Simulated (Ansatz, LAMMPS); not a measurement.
# Ga2O3 with crystalline order left by the classical run (100 atoms): where an added charge goes, part 2 of 4

Does an extra electron or hole in Ga2O3 with crystalline order left by the classical run (100 atoms) stay spread out, or do the atoms trap it?

Ansatz 0.2.0; Kohn-Sham DFT, PBE, PAW (set soft_1), plane waves.

The cell: 40 Ga and 60 O. The quench rate of 100 K/ps is orders of magnitude faster than experiment. The network of bonds at the start is that of the classical potential that made the cell. Only the Γ point is sampled, in a cell whose shortest periodic width is 10 Å.

So far. Step 2 (Single point at the start): The r.m.s. force at the start is 0.35 eV/Å. Step 3 (Relaxation): The relaxation converged after 15 steps, 2.32 eV below its start, with a largest force component of 0.034 eV/Å.

## 4. Single point at the relaxed geometry

One more single point at the end of the walk gives the fuller output and checks the residual forces.

input.yaml reads:

```yaml
crystal:
  lattice:
    - [10.04407, 0.0, 0.0]
    - [0.0, 10.04407, 0.0]
    - [0.0, 0.0, 10.04407]
  atoms:
    - { symbol: Ga, position: [0.75845, 0.12524, 0.37247] }
    - { symbol: Ga, position: [0.74661, 0.33085, 0.59551] }
    - { symbol: Ga, position: [0.24024, 0.70004, 0.08159] }
    - { symbol: Ga, position: [0.49667, 0.88856, 0.30133] }
    - { symbol: Ga, position: [0.48785, 0.73868, 0.56346] }
    - { symbol: Ga, position: [0.50358, 0.6163, 0.20185] }
    [... 88 atom lines left out ...]
    - { symbol: O, position: [0.62716, 0.48754, 0.30197] }
    - { symbol: O, position: [0.15851, 0.61496, 0.23266] }
    - { symbol: O, position: [0.10668, 0.01795, 0.85807] }
    - { symbol: O, position: [0.58161, 0.1217, 0.95517] }
    - { symbol: O, position: [0.61086, 0.99761, 0.42159] }
    - { symbol: O, position: [0.3672, 0.03191, 0.80253] }
kpoints:
  mp_grid: { grid: [1, 1, 1] }
hamiltonian:
  xc: pbe
  pseudopotentials: { kind: paw, azcp: { folder: soft_1 } }
scf:
  occupations: { method: fixed }
output:
  forces: true
  stress: true
  populations: true
  dos:
    method: { smearing: { sigma: 0.08 } }
    de: 0.1
    projected: { site_lists: { Ga: [Ga], O: [O] } }
  eigenvalues: true
  write_density: true
  write_potential: true
  volumetric_format: npy
  elf: true
```

The run is started by

```bash
ansatz run input.yaml --threads 4 --pin off --max-ram 8192MiB --backend cpu --events-out ev --progress --plain --runs-dir out
```

Numbers of over 12 decimals in the logs are rounded to 6 here.

Output:

```text
[...]
Crystal: 100 atoms, lattice volume = 1013.279 Å³
Basis set: ecut = 420 eV, 19837 PW (Γ), exchange–correlation on 144×144×144 points (8 copies of the dense FFT grid, shifted against one another)
Bands: 540, of which v1, the nominal top of the filled ones, is band 440 counted from 1 (439 counted from 0)
Symmetry: 1 space group operations
[...]
k-points: 1
[...]
SCF iter   1: F=—  HF=-185407.807112 eV  |F-HF|=—  |Δ(HF+E_count)|=         —  Δρ=1.24e-1  dr2=7.38e1  ethr=3.10e-3  ⟨swp⟩=4.0  Hψ=1524  notcnv=0  defer=94
[...]
SCF iter  13: F=-185383.251256 eV  HF=-185383.251256 eV  |F-HF|=3.57e-8  |Δ(HF+E_count)|=   6.75e-8  Δρ=1.83e-6  dr2=4.35e-8  ethr=1.14e-11  ⟨swp⟩=17.0  Hψ=4659  notcnv=0
SCF 1 converged in 13 iterations: F = -185383.251256 eV  dr2 = 4.35e-8
[...]
SCF converged after 13 iterations
Free energy (F): -185383.251256 eV
[...]
Internal energy: -185383.251256 eV  (E = F + TS)
E sigma→0 (E₀):  -185383.251256 eV
Fermi energy:    9.000633 eV
[...]
--- Forces (eV/Å), atoms counted from 1 ---
  atom   1  Ga     0.00862224    -0.01882414     0.00446163
  atom   2  Ga     0.00097846    -0.00237878     0.02339278
  atom   3  Ga    -0.00432256     0.01073158    -0.00051658
  atom   4  Ga    -0.00178855     0.00149111    -0.01814260
  atom   5  Ga     0.01333736    -0.00447639     0.01673175
  atom   6  Ga     0.00452802     0.01335278    -0.00436989
  atom   7  Ga     0.00342038    -0.00800516    -0.00862565
  atom   8  Ga    -0.01710424     0.00963079     0.01445048
  atom   9  Ga     0.01983065     0.01255391    -0.00954577
  atom  10  Ga     0.00924225     0.00732829     0.00273906
  atom  11  Ga     0.00119080     0.00188043    -0.00366443
  atom  12  Ga    -0.00865666    -0.01241540    -0.00094296
  atom  13  Ga     0.00606704    -0.03147680     0.00369486
  atom  14  Ga    -0.00765914    -0.02210606    -0.00969477
[...]
atom  99  O      0.00018228     0.00355728    -0.00250070
  atom 100  O     -0.00675714    -0.00497110     0.00589260
  max |Σ_I F_I| component: 3.67e-5 eV/Å
--- Stress (GPa, compression-positive) ---
        1.058980       0.716949      -0.004301
        0.716949      12.528580       2.293240
       -0.004301       2.293240      12.475920
  P = ⅓ Tr σ = 8.6878 GPa (86.878 kbar)
--- Band table (eV) ---
[...]
--- Löwdin populations: 100 sites ---
  site symbol       q [e]
     0     Ga     11.9794
     1     Ga     11.9213
     2     Ga     11.9158
[...]
99      O      6.6633
  spilling = 0.002557 (of n_electrons = 880.000000)
```

Elapsed: 40 s, on 4 threads of Arm Neoverse V1, shared host; peak memory 1.7 GiB.

The run gave:

* free energy: -185383.2513 eV
* free energy per atom: -1853.8325 eV/atom
* SCF cycles: 13
* pressure: 8.688 GPa
* r.m.s. force component: 0.00914 eV/Å
* longest force: 0.04352 eV/Å
* Fermi energy: 9.001 eV
* gap (highest filled to lowest empty level): 1.81 eV
* spilling of the projection: 0.002557

Löwdin charges by element and coordination (they lack the spilled electrons, 0.023 e an atom on average):

| element | coordination | atoms | mean charge (e) | spread | least | most |
| --- | --- | --- | --- | --- | --- | --- |
| Ga | all | 40 | 1.06 | 0.016 | 1.02 | 1.10 |
| Ga | 4 | 5 | 1.08 | 0.0085 | 1.07 | 1.10 |
| Ga | 5 | 6 | 1.07 | 0.0113 | 1.05 | 1.08 |
| Ga | 6 | 29 | 1.05 | 0.0112 | 1.02 | 1.07 |
| O | all | 60 | -0.667 | 0.0142 | -0.711 | -0.634 |
| O | 2 | 1 | -0.683 | 0 | -0.683 | -0.683 |
| O | 3 | 16 | -0.680 | 0.0114 | -0.711 | -0.668 |
| O | 4 | 41 | -0.662 | 0.0122 | -0.689 | -0.634 |
| O | 5 | 2 | -0.663 | 0.0012 | -0.664 | -0.662 |

Density of states as counts of states in windows of 1 eV (from the Fermi level), total and the larger projections:

| from (eV) | to (eV) | total | O p | Ga s | Ga p |
| --- | --- | --- | --- | --- | --- |
| -10 | -8 | 0.0 | 0.0 | 0.0 | 0.0 |
| -8 | -7 | 12.1 | 7.4 | 3.8 | 0.5 |
| -7 | -6 | 27.7 | 17.4 | 7.0 | 1.8 |
| -6 | -5 | 37.0 | 24.4 | 6.2 | 3.7 |
| -5 | -4 | 43.4 | 31.4 | 2.5 | 6.9 |
| -4 | -3 | 46.6 | 36.9 | 1.2 | 6.5 |
| -3 | -2 | 58.8 | 50.3 | 0.7 | 5.8 |
| -2 | -1 | 70.3 | 64.8 | 0.4 | 2.8 |
| -1 | 0 | 62.7 | 60.2 | 0.2 | 0.8 |
| 0 | 1 | 1.3 | 1.2 | 0.0 | 0.0 |
| 1 | 2 | 2.0 | 0.1 | 1.2 | 0.1 |
| 2 | 4 | 0.0 | 0.0 | 0.0 | 0.0 |
| 4 | 5 | 13.9 | 3.8 | 4.8 | 2.6 |

The curve was stored every 0.100 eV, coarse against its broadening of 0.08 eV, so these counts are rough.

With fixed occupations the program's Fermi level is the highest filled level; weight inside the gap is the broadening of levels at its edges.

Between -20 and -10 eV lie 520 more states.

The levels nearest the highest filled one (over half full), pooled over k-points and spins:

| level less the highest filled one (eV) | occupation |
| --- | --- |
| -0.329 | 2 |
| -0.275 | 2 |
| -0.250 | 2 |
| -0.227 | 2 |
| -0.173 | 2 |
| 0 | 2 |
| 1.81 | 0 |
| 4.21 | 0 |
| 4.30 | 0 |
| 4.47 | 0 |
| 4.61 | 0 |
| 4.67 | 0 |

ELF in the ab plane at fractional z = 0.386, with atoms of Ga and O within 0.2 Å of it. It is the smooth field of the valence electrons, not physical close to the nuclei.

Ten even steps from '_' (0.01) to '@' (0.82), each cell a mean:
```
__..--==--::............__..::##@@@@@@##::______________
..--##%%%%++::........::......--##%%##==..____..........
..==%%@@@@##--..::++##**--......::::..______::++**++::..
..==%%@@@@##::..--##@@%%++......::::..____..**%%@@%%++::
__..==**++--....::**%%##==..::**%%%%**::__..**@@@@@@##::
______........__..::==--....++@@%%@@@@++....==%%@@%%++..
________....______....____..##@@**##@@++::..::----::..__
______........__........__..**@@@@@@##--..__............
::______........::==##**--__..++**++--..______::++##%%**
++____________..++@@@@@@##::______......____..==%%@@@@@@
++..__________..**@@@@@@%%--....::----::....::##@@**##@@
==____..........==##@@@@++::..::==****--....::##@@@@@@%%
..__::==**++::....--==--::....::==##**==..____--##%%##==
__..--##%%##==........::::....::--====::________..::..__
....--##%%##==..::++%%%%**--........__________________..
....::==++==::..==@@%%%%@@**::____....______::--::......
____......____..++@@##**@@##::__::++++--__..==**++--..__
____..--==--..__--##@@@@%%==....--**##++....==****--..__
....==%%@@@@##::__::++==::......::++**==....::====::....
..--%%@@**@@@@--____....______....::::::..__..::....__..
..==%%@@##@@%%::____....______..........______......____
__::**@@@@%%==....::--::......::--==--..______..::::..__
____..----::....::==++--::..::++%%@@%%==..........::..__
________........::==++--....--%%@@%%@@##::....__________
```
Columns run along a (10.0 Å), rows up along b (10.0 Å). Atoms in or near the plane, at fractional coordinates: Ga at (0.76, 0.13), Ga at (0.01, 0.28), Ga at (0.49, 0.16), Ga at (0.75, 0.63), O at (0.91, 0.55), O at (0.15, 0.16), O at (0.59, 0.73), O at (0.39, 0.31).

Valence density in the ab plane at fractional z = 0.386, with atoms of Ga and O within 0.2 Å of it. It is the smooth field of the valence electrons, not physical close to the nuclei.

Ten steps, logarithmic in the rise over the least value, from '0' (0 e/Å³) to '9' (28 e/Å³), each cell a mean:
```
0001123321100012454200000000
0112322111111112232100000010
1124431111222221110000012211
0123321112332111100000134321
0011212222321112321000134321
0000125642110024653100123210
0000137962100025764211111000
0000125641100013543356311000
0000011111211001222489622221
1000000013432100001368534553
1000000013543110111122225664
1000000012332221222110024553
0001121111112333222100001221
0012332111111332111000000000
1112332112332211100000000000
4311111114664210000000000013
9731000024665210011000111137
9731110012443211122111122137
5323432001123442112111111113
1135653100015995111246421000
0125653100125995111379731000
0012332101112442111268621000
0001111111211112343223211000
0000123321110013564211000000
```
Columns run along a (10.0 Å), rows up along b (10.0 Å). Atoms in or near the plane, at fractional coordinates: Ga at (0.76, 0.13), Ga at (0.01, 0.28), Ga at (0.49, 0.16), Ga at (0.75, 0.63), O at (0.91, 0.55), O at (0.15, 0.16), O at (0.59, 0.73), O at (0.39, 0.31).

The highest filled and lowest empty levels differ by 1.81 eV (at Γ alone); a semilocal functional tends to put such gaps too low. In a disordered cell it changes from sample to sample, and tail or defect levels can set it. Mean Löwdin charges: Ga +1.06, O -0.67 e. The largest share in the top eV of filled states is O p (97 % of the projected weight), and in the lowest eV of empty states Ga s (60 % of the projected weight).

## 5. An extra electron, atoms held

The electron count changes by one with the atoms held: a vertical process, on a uniform background, with spin and a narrow Fermi–Dirac smearing. Its energy against the neutral cell hangs on the program's zero of potential.

input.yaml reads:

```yaml
crystal:
  lattice:
    - [10.04407, 0.0, 0.0]
    - [0.0, 10.04407, 0.0]
    - [0.0, 0.0, 10.04407]
  atoms:
    [... the 100 atom lines of step 4 ...]
total_charge: -1
kpoints:
  mp_grid: { grid: [1, 1, 1] }
hamiltonian:
  xc: pbe
  pseudopotentials: { kind: paw, azcp: { folder: soft_1 } }
scf:
  occupations: { method: fermi_dirac, width: 0.01 }
  lower_state_search: "off"
output:
  forces: true
  stress: true
  populations: true
  dos:
    method: { smearing: { sigma: 0.1 } }
    de: 0.1
    projected: { site_lists: { Ga: [Ga], O: [O] } }
  eigenvalues: true
  write_density: true
  write_potential: true
  volumetric_format: npy
magnetization:
  spin_polarized: true
  initial_magnetization: 1
```

Output:

```text
[...]
Crystal: 100 atoms, lattice volume = 1013.279 Å³
Basis set: ecut = 420 eV, 19837 PW (Γ), exchange–correlation on 144×144×144 points (8 copies of the dense FFT grid, shifted against one another)
Bands: 541, of which v1, the nominal top of the filled ones, is band 441 counted from 1 (440 counted from 0)
Symmetry: 1 space group operations
[...]
k-points: 1
[...]
Starting moments: Σ|m| = 1 μB on 100 of 100 sites
[...]
SCF iter   1: F=—  HF=-185394.029639 eV  |F-HF|=—  |Δ(HF+E_count)|=         —  Δρ=6.04e-2 (↑5.80e-2 ↓6.04e-2)  dr2=6.78e1  dr2_m=1.67e-2  M=1.000 μB ∫|m|=1.098 μB  β_m=1.00  ethr=3.10e-3  ⟨swp⟩=5.0  Hψ=3414  notcnv=0  defer=106
[...]
spin=Collinear: Resta preconditioning applied to the charge; magnetization (m = ρ↑ − ρ↓) channel mixes plain (no charge-response kernel on spin).
SCF iter   2: F=—  HF=-185382.097070 eV  |F-HF|=—  |Δ(HF+E_count)|=         —  Δρ=3.92e-2 (↑3.92e-2 ↓3.91e-2)  dr2=2.95e1  dr2_m=1.36e-3  M=0.578 μB ∫|m|=0.689 μB  β_m=0.30  ethr=3.10e-3  ⟨swp⟩=3.0  Hψ=2066  notcnv=0  defer=190
[...]
SCF iter   8: F=—  HF=-185372.450051 eV  |F-HF|=—  |Δ(HF+E_count)|=   6.15e-3  Δρ=3.01e-4 (↑3.01e-4 ↓2.57e-4)  dr2=1.44e-3  dr2_m=1.05e-4  M=0.448 μB ∫|m|=0.533 μB  β_m=0.30  ethr=5.86e-7  ⟨swp⟩=2.0  Hψ=1597  notcnv=0  defer=190
[...]
spin-set hold released at iteration 8 (site moments contracting): the magnetisation degrees of freedom join the quasi-Newton model from the next iteration; the mixer history was flushed
SCF iter   9: F=—  HF=-185372.452655 eV  |F-HF|=—  |Δ(HF+E_count)|=   2.60e-3  Δρ=2.45e-4 (↑2.45e-4 ↓2.02e-4)  dr2=9.28e-4  dr2_m=7.71e-5  M=0.432 μB ∫|m|=0.514 μB  β_m=0.60  ethr=1.64e-7  ⟨swp⟩=3.0  Hψ=1633  notcnv=0  defer=190
[...]
SCF iter  19: F=-185372.457887 eV  HF=-185372.457887 eV  |F-HF|=1.83e-8  |Δ(HF+E_count)|=   7.06e-8  Δρ=5.40e-7 (↑5.40e-7 ↓5.13e-7)  dr2=1.71e-8  dr2_m=2.30e-10  M=-0.000 μB ∫|m|=0.000 μB  ethr=1.14e-11  ⟨swp⟩=15.0  Hψ=8780  notcnv=0
WARN: the starting moments were not kept: the SCF closed with an absolute magnetisation of 3.9e-4 μB, where they sum to 1 μB in size (100 sites). That is at most 0.1 of that sum. Measured as dr2_m measures the in/out step, that magnetisation stands 1.0e-9 eV from none, [...]
SCF 1 converged in 19 iterations: F = -185372.457887 eV  dr2 = 1.71e-8
[...]
SCF converged after 19 iterations
Magnetization: -0.0003 μB (440.4998 up, 440.5002 down)
Absolute magnetization: 0.0004 μB (∫|ρ↑−ρ↓|, with the PAW one-centre terms)
[...]
Per-site moments (μB) at R_I (Å): [(-9.069088877969261e-7, 0.762381), (-1.3785431094039869e-6, 0.758012), (-1.7921311880641314e-6, 0.766189), (-1.2843609632835077e-6, 0.770090), (-1.7765083281195273e-6, [...]
Free energy (F): -185372.457887 eV
[...]
Internal energy: -185372.444024 eV  (E = F + TS)
E sigma→0 (E₀):  -185372.450956 eV
Entropy (-TS):   -0.013863 eV (-0.139 meV/atom)
Fermi energy:    10.804099 eV
[...]
--- Forces (eV/Å), atoms counted from 1 ---
  atom   1  Ga    -0.00016391    -0.02469543     0.00993527
  atom   2  Ga    -0.01242270     0.02329165     0.04816167
  atom   3  Ga    -0.09557245     0.04885862     0.00617498
  atom   4  Ga     0.02976326    -0.02682023     0.00505060
  atom   5  Ga     0.06262282    -0.01071053    -0.00016927
  atom   6  Ga     0.02719641     0.02650413    -0.00243076
  atom   7  Ga    -0.02858748     0.00896134     0.03736340
  atom   8  Ga    -0.04837302     0.01192411     0.00517894
  atom   9  Ga     0.04242385    -0.00796251     0.00526764
  atom  10  Ga     0.03898366    -0.02927315    -0.03898908
  atom  11  Ga    -0.01556901     0.01464144    -0.03579875
  atom  12  Ga    -0.02294181     0.00850842     0.00694015
  atom  13  Ga     0.01857637     0.00063917    -0.01173553
  atom  14  Ga    -0.03533664    -0.00703426     0.01885015
[...]
atom  99  O     -0.02916904    -0.00305270    -0.01066803
  atom 100  O     -0.02275606    -0.02302040     0.00036099
  max |Σ_I F_I| component: 1.34e-5 eV/Å
--- Stress (GPa, compression-positive) ---
        2.302745       0.769779       0.020854
        0.769779      13.247725       2.207006
        0.020853       2.207006      13.196979
  P = ⅓ Tr σ = 9.5825 GPa (95.825 kbar)
--- Band table (eV) ---
[...]
--- Löwdin populations: 100 sites ---
  site symbol       q [e]    m [muB]
     0     Ga     11.9921    -0.0000
     1     Ga     11.9409    -0.0000
     2     Ga     11.9409    -0.0000
[...]
99      O      6.6674    -0.0000
  spilling = 0.002573 (of n_electrons = 881.000000)
```

Elapsed: 94 s, on 4 threads; peak memory 2.9 GiB; 6.2 min of CPU time.

The program notes that starting moments were not kept.

An extra electron, atoms held: the energy stands 10.8 eV above that of the reference. An odd electron should give 1 μB; this run ended with the carrier shared between both spins.

The levels nearest the highest filled one (over half full), pooled over k-points and spins:

| level less the highest filled one (eV) | occupation |
| --- | --- |
| -1.82 | 1 |
| -1.82 | 1 |
| 0 | 0.5 |
| 0 | 0.5 |
| 2.41 | 0 |
| 2.41 | 0 |
| 2.50 | 0 |
| 2.50 | 0 |

(Continued in part 3 of 4.)

[Logs are printed without paths, hosts, clocks, repeated set-up lines and the standing remarks that a program may print on its own settings, such as how far it seeks lower states.]

[Hosts, paths, dates, database ids (printed as entryN), source tags and the programs' standing remarks are cut or masked in the printed files.]
